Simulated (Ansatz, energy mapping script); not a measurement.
# YNiO2 in the infinite layer structure: J from the energies of magnetic orders

How strongly do the moments of YNiO2 in the infinite layer structure couple under PBE+U+J (7 eV, J 1 eV)? The plan is to run several orders and fit a Heisenberg model.

Method: PBE with U = 7 eV, J = 1 eV on Ni d, ortho-atomic projectors; plane waves, U on orthogonalised atomic orbitals unless named otherwise, collinear spin, no spin–orbit coupling, in Ansatz 0.2.0.

Report form: the programs' logs are mostly left out.

### Step 1. The starting structure

Symmetry: P4/mmm, No. 123, tetragonal system. The conventional cell has a = 3.932 Å, b = 3.932 Å, c = 3.103 Å, α = 90.00°, β = 90.00°, γ = 90.00°. Nearest to Y lie 8 O at 2.50 Å. Nearest to Ni lie 4 O at 1.97 Å. O has 2 Ni at 1.97 Å and 4 Y at 2.50 Å nearest. infinite layer prototype, lattice guessed from radii. Farther neighbours and most contacts between anions are not listed.

This cell was built for the study (infinite layer prototype, lattice guessed from radii), not taken from an experiment; the compound need not form in this structure.

The cell was relaxed beforehand in Ansatz under PBE with U = 6 eV on Ni d, ortho-atomic projectors, from parallel moments.

With U and J typed apart the correction also acts on the shape of the shell and on Hund's coupling, which the single parameter U − J averages out.

### Step 2. A run to fix the orbital filling

A corrected shell can settle in several orbital fillings. One parallel run, with an occupation width a fifth wider than the orders use, therefore is to supply the occupation matrices. All orders start from them.

input.yaml reads:

```yaml
crystal:
  lattice:
    - [3.932394766, 0.0, 0.0]
    - [0.0, 3.932394766, 0.0]
    - [0.0, 0.0, 3.103120039]
  atoms:
    - { symbol: "Y", position: [0.5, 0.5, 0.5] }
    - { symbol: Ni, position: [0.0, 0.0, 0.0], spin: 2.0 }
    - { symbol: O, position: [0.5, 0.0, 0.0] }
    - { symbol: O, position: [0.0, 0.5, 0.0] }
magnetization:
  spin_polarized: true
kpoints:
  mp_grid: { grid: [9, 9, 12] }
hamiltonian:
  xc: pbe
  hubbard:
    sites: [{ species: Ni, l: d, u: 7.0, j: 1.0 }]
    projectors: ortho-atomic
scf:
  occupations: { method: fermi_dirac, width: 0.06 }
output:
  eigenvalues: true
```

The run is started by

```sh
$ ansatz run input.yaml --threads 4 --pin off --max-ram 8192MiB --backend cpu --events-out ev --progress --plain --runs-dir out
```

It took 19 s on 4 threads of Arm Neoverse V2, shared host; peak memory 1.2 GiB.

This step gave:

```
final state                       : ferromagnetic
electrons in the corrected shells : 8.768 e
largest moment                    : 0.904 μB
```

### Step 3. Order 1: parallel, cell A of 8 atoms

Each cell gets its own parallel run on the same mesh, so that most of the mesh error cancels in the differences.

input.yaml reads:

```yaml
crystal:
  lattice:
    - [3.932394766, 0.0, 0.0]
    - [0.0, 3.932394766, 3.103120039]
    - [0.0, -3.932394766, 3.103120039]
  atoms:
    - { symbol: "Y", position: [0.5, 0.5, 0.0] }
    - { symbol: "Y", position: [0.5, 0.0, 0.5] }
    - { symbol: Ni, position: [0.0, 0.0, 0.0], spin: 2.0 }
    - { symbol: Ni, position: [0.0, 0.5, 0.5], spin: 2.0 }
    - { symbol: O, position: [0.5, 0.0, 0.0] }
    - { symbol: O, position: [0.5, 0.5, 0.5] }
    - { symbol: O, position: [0.0, 0.25, 0.75] }
    - { symbol: O, position: [0.0, 0.75, 0.25] }
magnetization:
  spin_polarized: true
kpoints:
  mp_grid: { grid: [9, 8, 8] }
hamiltonian:
  xc: pbe
  hubbard:
    sites:
      - { species: Ni, l: d, u: 7.0, j: 1.0 }
      - { site: 2, l: d, u: 7.0, j: 1.0, starting_ns: [{ spin: up, occupation_matrix: ni2_major }, { spin: down, occupation_matrix: ni2_minor }] }
      - { site: 3, l: d, u: 7.0, j: 1.0, starting_ns: [{ spin: up, occupation_matrix: ni2_major }, { spin: down, occupation_matrix: ni2_minor }] }
    projectors: ortho-atomic
    occupation_matrices:
      ni2_major:
        matrix:
          - [0.919, 0.0, 0.0, 0.0, 0.0]
          - [0.0, 0.98, 0.0, 0.0, 0.0]
          - [0.0, 0.0, 0.98, 0.0, 0.0]
          - [0.0, 0.0, 0.0, 0.972, 0.0]
          - [0.0, 0.0, 0.0, 0.0, 0.987]
      ni2_minor:
        matrix:
          - [0.864, 0.0, 0.0, 0.0, 0.0]
          - [0.0, 0.975, 0.0, 0.0, 0.0]
          - [0.0, 0.0, 0.975, 0.0, 0.0]
          - [0.0, 0.0, 0.0, 0.13, 0.0]
          - [0.0, 0.0, 0.0, 0.0, 0.986]
scf:
  occupations: { method: fermi_dirac, width: 0.05 }
output:
  eigenvalues: true
```

Wall time 31 s (4 threads); peak memory 1.1 GiB.

Spin moment in the sphere by atom:

```tsv
atom	spin moment in the sphere (μB)
Y1	-0.001
Y2	-0.001
Ni3	0.903
Ni4	0.903
O5	0.015
O6	0.015
O7	0.014
O8	0.014
```

The run ends ferromagnetic.

### Step 4. Compensated +− start in cell A (8 atoms)

This order reverses 2 of the 2 neighbours at 3.10 Å, 2 of the 4 neighbours at 3.93 Å and 4 of the 8 neighbours at 5.01 Å, counted for an average magnetic atom.

Changes to input.yaml since step 3:

```diff
@@ -9,3 +9,3 @@
     - { symbol: Ni, position: [0.0, 0.0, 0.0], spin: 2.0 }
-    - { symbol: Ni, position: [0.0, 0.5, 0.5], spin: 2.0 }
+    - { symbol: Ni, position: [0.0, 0.5, 0.5], spin: -2.0 }
     - { symbol: O, position: [0.5, 0.0, 0.0] }
@@ -24,3 +24,3 @@
       - { site: 2, l: d, u: 7.0, j: 1.0, starting_ns: [{ spin: up, occupation_matrix: ni2_major }, { spin: down, occupation_matrix: ni2_minor }] }
-      - { site: 3, l: d, u: 7.0, j: 1.0, starting_ns: [{ spin: up, occupation_matrix: ni2_major }, { spin: down, occupation_matrix: ni2_minor }] }
+      - { site: 3, l: d, u: 7.0, j: 1.0, starting_ns: [{ spin: up, occupation_matrix: ni2_minor }, { spin: down, occupation_matrix: ni2_major }] }
     projectors: ortho-atomic
```

Wall time 12 s (4 threads); peak memory 1.1 GiB; 47 s of CPU time.

Spin moment in the sphere by atom:

```tsv
atom	spin moment in the sphere (μB)
Y1	0.000
Y2	0.000
Ni3	0.960
Ni4	-0.960
O5	0.036
O6	-0.036
O7	0.000
O8	0.000
```

The run ends antiferromagnetic, 1.72 meV a magnetic atom below the parallel order of its cell (energies taken at zero occupation width, not the printed F).

### Step 5. Order 3: parallel, cell B of 8 atoms

The parallel order again, as the reference for this cell.

This run holds the same structure in another cell (a 3.932 → 3.103 Å, b 5.009 → 5.561 Å, c 5.009 → 5.561 Å, α 103.4 → 90.0°).

input.yaml reads:

```yaml
crystal:
  lattice:
    - [0.0, 0.0, -3.103120039]
    - [3.932394766, 3.932394766, 0.0]
    - [3.932394766, -3.932394766, 0.0]
  atoms:
    - { symbol: "Y", position: [0.5, 0.5, 0.0] }
    - { symbol: "Y", position: [0.5, 0.0, 0.5] }
    - { symbol: Ni, position: [0.0, 0.0, 0.0], spin: 2.0 }
    - { symbol: Ni, position: [0.0, 0.5, 0.5], spin: 2.0 }
    - { symbol: O, position: [0.0, 0.25, 0.25] }
    - { symbol: O, position: [0.0, 0.75, 0.75] }
    - { symbol: O, position: [0.0, 0.25, 0.75] }
    - { symbol: O, position: [0.0, 0.75, 0.25] }
magnetization:
  spin_polarized: true
kpoints:
  mp_grid: { grid: [12, 7, 7] }
hamiltonian:
  xc: pbe
  hubbard:
    sites:
      - { species: Ni, l: d, u: 7.0, j: 1.0 }
      - { site: 2, l: d, u: 7.0, j: 1.0, starting_ns: [{ spin: up, occupation_matrix: ni2_major }, { spin: down, occupation_matrix: ni2_minor }] }
      - { site: 3, l: d, u: 7.0, j: 1.0, starting_ns: [{ spin: up, occupation_matrix: ni2_major }, { spin: down, occupation_matrix: ni2_minor }] }
    projectors: ortho-atomic
    occupation_matrices:
      ni2_major:
        matrix:
          - [0.919, 0.0, 0.0, 0.0, 0.0]
          - [0.0, 0.98, 0.0, 0.0, 0.0]
          - [0.0, 0.0, 0.98, 0.0, 0.0]
          - [0.0, 0.0, 0.0, 0.972, 0.0]
          - [0.0, 0.0, 0.0, 0.0, 0.987]
      ni2_minor:
        matrix:
          - [0.864, 0.0, 0.0, 0.0, 0.0]
          - [0.0, 0.975, 0.0, 0.0, 0.0]
          - [0.0, 0.0, 0.975, 0.0, 0.0]
          - [0.0, 0.0, 0.0, 0.13, 0.0]
          - [0.0, 0.0, 0.0, 0.0, 0.986]
scf:
  occupations: { method: fermi_dirac, width: 0.05 }
output:
  eigenvalues: true
```

Elapsed: 19 s, on 4 threads; peak memory 0.86 GiB; 69 s of CPU time.

The run ends ferromagnetic. For each magnetic atom its energy differs from the parallel run of the first cell by -1.61 meV, an error that one common reference would have brought in.

### Step 6. Order 4: compensated +−, cell B of 8 atoms

This order reverses 0 of the 2 neighbours at 3.10 Å, 4 of the 4 neighbours at 3.93 Å and 8 of the 8 neighbours at 5.01 Å, counted for an average magnetic atom.

Changes to input.yaml since step 5:

```diff
@@ -9,3 +9,3 @@
     - { symbol: Ni, position: [0.0, 0.0, 0.0], spin: 2.0 }
-    - { symbol: Ni, position: [0.0, 0.5, 0.5], spin: 2.0 }
+    - { symbol: Ni, position: [0.0, 0.5, 0.5], spin: -2.0 }
     - { symbol: O, position: [0.0, 0.25, 0.25] }
@@ -24,3 +24,3 @@
       - { site: 2, l: d, u: 7.0, j: 1.0, starting_ns: [{ spin: up, occupation_matrix: ni2_major }, { spin: down, occupation_matrix: ni2_minor }] }
-      - { site: 3, l: d, u: 7.0, j: 1.0, starting_ns: [{ spin: up, occupation_matrix: ni2_major }, { spin: down, occupation_matrix: ni2_minor }] }
+      - { site: 3, l: d, u: 7.0, j: 1.0, starting_ns: [{ spin: up, occupation_matrix: ni2_minor }, { spin: down, occupation_matrix: ni2_major }] }
     projectors: ortho-atomic
```

Elapsed: 8.6 s, on 4 threads; peak memory 0.83 GiB; 33 s of CPU time.

The run ends antiferromagnetic, 16.14 meV a magnetic atom below the parallel order of its cell (energies taken at zero occupation width, not the printed F).

### Step 7. Parallel start in cell C (8 atoms)

A new cell needs its own zero of energy.

This run holds the same structure in another cell (a 3.103 → 5.009 Å, b 5.561 → 5.009 Å, c 5.561 → 5.009 Å, α 90.0 → 103.4°, β 90.0 → 112.6°, γ 90.0 → 112.6°).

input.yaml reads:

```yaml
crystal:
  lattice:
    - [3.932394766, 0.0, 3.103120039]
    - [0.0, -3.932394766, -3.103120039]
    - [0.0, 3.932394766, -3.103120039]
  atoms:
    - { symbol: "Y", position: [0.5, 0.25, 0.75] }
    - { symbol: "Y", position: [0.5, 0.75, 0.25] }
    - { symbol: Ni, position: [0.0, 0.5, 0.5], spin: 2.0 }
    - { symbol: Ni, position: [0.0, 0.0, 0.0], spin: 2.0 }
    - { symbol: O, position: [0.5, 0.75, 0.75] }
    - { symbol: O, position: [0.5, 0.25, 0.25] }
    - { symbol: O, position: [0.0, 0.25, 0.75] }
    - { symbol: O, position: [0.0, 0.75, 0.25] }
magnetization:
  spin_polarized: true
kpoints:
  mp_grid: { grid: [9, 9, 9] }
hamiltonian:
  xc: pbe
  hubbard:
    sites:
      - { species: Ni, l: d, u: 7.0, j: 1.0 }
      - { site: 2, l: d, u: 7.0, j: 1.0, starting_ns: [{ spin: up, occupation_matrix: ni2_major }, { spin: down, occupation_matrix: ni2_minor }] }
      - { site: 3, l: d, u: 7.0, j: 1.0, starting_ns: [{ spin: up, occupation_matrix: ni2_major }, { spin: down, occupation_matrix: ni2_minor }] }
    projectors: ortho-atomic
    occupation_matrices:
      ni2_major:
        matrix:
          - [0.919, 0.0, 0.0, 0.0, 0.0]
          - [0.0, 0.98, 0.0, 0.0, 0.0]
          - [0.0, 0.0, 0.98, 0.0, 0.0]
          - [0.0, 0.0, 0.0, 0.972, 0.0]
          - [0.0, 0.0, 0.0, 0.0, 0.987]
      ni2_minor:
        matrix:
          - [0.864, 0.0, 0.0, 0.0, 0.0]
          - [0.0, 0.975, 0.0, 0.0, 0.0]
          - [0.0, 0.0, 0.975, 0.0, 0.0]
          - [0.0, 0.0, 0.0, 0.13, 0.0]
          - [0.0, 0.0, 0.0, 0.0, 0.986]
scf:
  occupations: { method: fermi_dirac, width: 0.05 }
output:
  eigenvalues: true
```

Elapsed: 14 s, on 4 threads; peak memory 0.91 GiB.

The run ends ferromagnetic. For each magnetic atom its energy differs from the parallel run of the first cell by -0.40 meV, an error that one common reference would have brought in.

### Step 8. Order 6: compensated +−, cell C of 8 atoms

This order reverses 2 of the 2 neighbours at 3.10 Å, 4 of the 4 neighbours at 3.93 Å and 0 of the 8 neighbours at 5.01 Å, counted for an average magnetic atom.

Changes to input.yaml since step 7:

```diff
@@ -9,3 +9,3 @@
     - { symbol: Ni, position: [0.0, 0.5, 0.5], spin: 2.0 }
-    - { symbol: Ni, position: [0.0, 0.0, 0.0], spin: 2.0 }
+    - { symbol: Ni, position: [0.0, 0.0, 0.0], spin: -2.0 }
     - { symbol: O, position: [0.5, 0.75, 0.75] }
@@ -24,3 +24,3 @@
       - { site: 2, l: d, u: 7.0, j: 1.0, starting_ns: [{ spin: up, occupation_matrix: ni2_major }, { spin: down, occupation_matrix: ni2_minor }] }
-      - { site: 3, l: d, u: 7.0, j: 1.0, starting_ns: [{ spin: up, occupation_matrix: ni2_major }, { spin: down, occupation_matrix: ni2_minor }] }
+      - { site: 3, l: d, u: 7.0, j: 1.0, starting_ns: [{ spin: up, occupation_matrix: ni2_minor }, { spin: down, occupation_matrix: ni2_major }] }
     projectors: ortho-atomic
```

Elapsed: 9.3 s, on 4 threads; peak memory 0.88 GiB; 36 s of CPU time.

The run ends antiferromagnetic, 19.90 meV a magnetic atom below the parallel order of its cell.

### Step 9. Order 7: parallel, cell D of 8 atoms

This run holds the same structure in another cell (a 5.009 → 3.103 Å, b 5.009 → 3.932 Å, c 5.009 → 7.865 Å, α 103.4 → 90.0°, β 112.6 → 90.0°, γ 112.6 → 90.0°).

input.yaml reads:

```yaml
crystal:
  lattice:
    - [0.0, 0.0, 3.103120039]
    - [3.932394766, 0.0, 0.0]
    - [0.0, 7.864789532, 0.0]
  atoms:
    - { symbol: "Y", position: [0.5, 0.5, 0.25] }
    - { symbol: "Y", position: [0.5, 0.5, 0.75] }
    - { symbol: Ni, position: [0.0, 0.0, 0.0], spin: 2.0 }
    - { symbol: Ni, position: [0.0, 0.0, 0.5], spin: 2.0 }
    - { symbol: O, position: [0.0, 0.5, 0.0] }
    - { symbol: O, position: [0.0, 0.5, 0.5] }
    - { symbol: O, position: [0.0, 0.0, 0.25] }
    - { symbol: O, position: [0.0, 0.0, 0.75] }
magnetization:
  spin_polarized: true
kpoints:
  mp_grid: { grid: [12, 9, 5] }
hamiltonian:
  xc: pbe
  hubbard:
    sites:
      - { species: Ni, l: d, u: 7.0, j: 1.0 }
      - { site: 2, l: d, u: 7.0, j: 1.0, starting_ns: [{ spin: up, occupation_matrix: ni2_major }, { spin: down, occupation_matrix: ni2_minor }] }
      - { site: 3, l: d, u: 7.0, j: 1.0, starting_ns: [{ spin: up, occupation_matrix: ni2_major }, { spin: down, occupation_matrix: ni2_minor }] }
    projectors: ortho-atomic
    occupation_matrices:
      ni2_major:
        matrix:
          - [0.919, 0.0, 0.0, 0.0, 0.0]
          - [0.0, 0.98, 0.0, 0.0, 0.0]
          - [0.0, 0.0, 0.98, 0.0, 0.0]
          - [0.0, 0.0, 0.0, 0.972, 0.0]
          - [0.0, 0.0, 0.0, 0.0, 0.987]
      ni2_minor:
        matrix:
          - [0.864, 0.0, 0.0, 0.0, 0.0]
          - [0.0, 0.975, 0.0, 0.0, 0.0]
          - [0.0, 0.0, 0.975, 0.0, 0.0]
          - [0.0, 0.0, 0.0, 0.13, 0.0]
          - [0.0, 0.0, 0.0, 0.0, 0.986]
scf:
  occupations: { method: fermi_dirac, width: 0.05 }
output:
  eigenvalues: true
```

Elapsed: 28 s, on 4 threads; peak memory 1.1 GiB; 1.8 min of CPU time.

The run ends ferromagnetic. For each magnetic atom its energy differs from the parallel run of the first cell by -0.74 meV, an error that one common reference would have brought in.

### Step 10. Run 8 (compensated +−; cell D, 8 atoms)

This order reverses 0 of the 2 neighbours at 3.10 Å, 2 of the 4 neighbours at 3.93 Å and 4 of the 8 neighbours at 5.01 Å, counted for an average magnetic atom.

Changes to input.yaml since step 9:

```diff
@@ -9,3 +9,3 @@
     - { symbol: Ni, position: [0.0, 0.0, 0.0], spin: 2.0 }
-    - { symbol: Ni, position: [0.0, 0.0, 0.5], spin: 2.0 }
+    - { symbol: Ni, position: [0.0, 0.0, 0.5], spin: -2.0 }
     - { symbol: O, position: [0.0, 0.5, 0.0] }
@@ -24,3 +24,3 @@
       - { site: 2, l: d, u: 7.0, j: 1.0, starting_ns: [{ spin: up, occupation_matrix: ni2_major }, { spin: down, occupation_matrix: ni2_minor }] }
-      - { site: 3, l: d, u: 7.0, j: 1.0, starting_ns: [{ spin: up, occupation_matrix: ni2_major }, { spin: down, occupation_matrix: ni2_minor }] }
+      - { site: 3, l: d, u: 7.0, j: 1.0, starting_ns: [{ spin: up, occupation_matrix: ni2_minor }, { spin: down, occupation_matrix: ni2_major }] }
     projectors: ortho-atomic
```

Run time: 16 s. Hardware: 4 threads; peak memory 1 GiB.

The run ends antiferromagnetic, 1.90 meV a magnetic atom above the parallel order of its cell (energies taken at zero occupation width, not the printed F).

### Step 11. Order 9: parallel, cell E of 8 atoms

This run holds the same structure in another cell (a 3.103 → 3.932 Å, c 7.865 → 6.206 Å).

input.yaml reads:

```yaml
crystal:
  lattice:
    - [3.932394766, 0.0, 0.0]
    - [0.0, 3.932394766, 0.0]
    - [0.0, 0.0, 6.206240078]
  atoms:
    - { symbol: "Y", position: [0.5, 0.5, 0.25] }
    - { symbol: "Y", position: [0.5, 0.5, 0.75] }
    - { symbol: Ni, position: [0.0, 0.0, 0.0], spin: 2.0 }
    - { symbol: Ni, position: [0.0, 0.0, 0.5], spin: 2.0 }
    - { symbol: O, position: [0.5, 0.0, 0.0] }
    - { symbol: O, position: [0.5, 0.0, 0.5] }
    - { symbol: O, position: [0.0, 0.5, 0.0] }
    - { symbol: O, position: [0.0, 0.5, 0.5] }
magnetization:
  spin_polarized: true
kpoints:
  mp_grid: { grid: [9, 9, 6] }
hamiltonian:
  xc: pbe
  hubbard:
    sites:
      - { species: Ni, l: d, u: 7.0, j: 1.0 }
      - { site: 2, l: d, u: 7.0, j: 1.0, starting_ns: [{ spin: up, occupation_matrix: ni2_major }, { spin: down, occupation_matrix: ni2_minor }] }
      - { site: 3, l: d, u: 7.0, j: 1.0, starting_ns: [{ spin: up, occupation_matrix: ni2_major }, { spin: down, occupation_matrix: ni2_minor }] }
    projectors: ortho-atomic
    occupation_matrices:
      ni2_major:
        matrix:
          - [0.919, 0.0, 0.0, 0.0, 0.0]
          - [0.0, 0.98, 0.0, 0.0, 0.0]
          - [0.0, 0.0, 0.98, 0.0, 0.0]
          - [0.0, 0.0, 0.0, 0.972, 0.0]
          - [0.0, 0.0, 0.0, 0.0, 0.987]
      ni2_minor:
        matrix:
          - [0.864, 0.0, 0.0, 0.0, 0.0]
          - [0.0, 0.975, 0.0, 0.0, 0.0]
          - [0.0, 0.0, 0.975, 0.0, 0.0]
          - [0.0, 0.0, 0.0, 0.13, 0.0]
          - [0.0, 0.0, 0.0, 0.0, 0.986]
scf:
  occupations: { method: fermi_dirac, width: 0.05 }
output:
  eigenvalues: true
```

Wall time 18 s (4 threads); peak memory 0.79 GiB.

The run ends ferromagnetic. For each magnetic atom its energy differs from the parallel run of the first cell by 2.04 meV, an error that one common reference would have brought in.

[end of part 1 of 2]

[Logs and program files are shortened in this print: banners, set-up blocks, solver, clock and traceback lines can be left out without a mark of their own.]

[Logs are printed without paths, hosts, clocks, repeated set-up lines and the standing remarks that a program may print on its own settings, such as how far it seeks lower states.]

[Hosts, paths, dates, database ids (printed as entryN), source tags and the programs' standing remarks are cut or masked in the printed files.]

[Where a cell is said to come from a database of computed structures, the database is the Materials Project.]
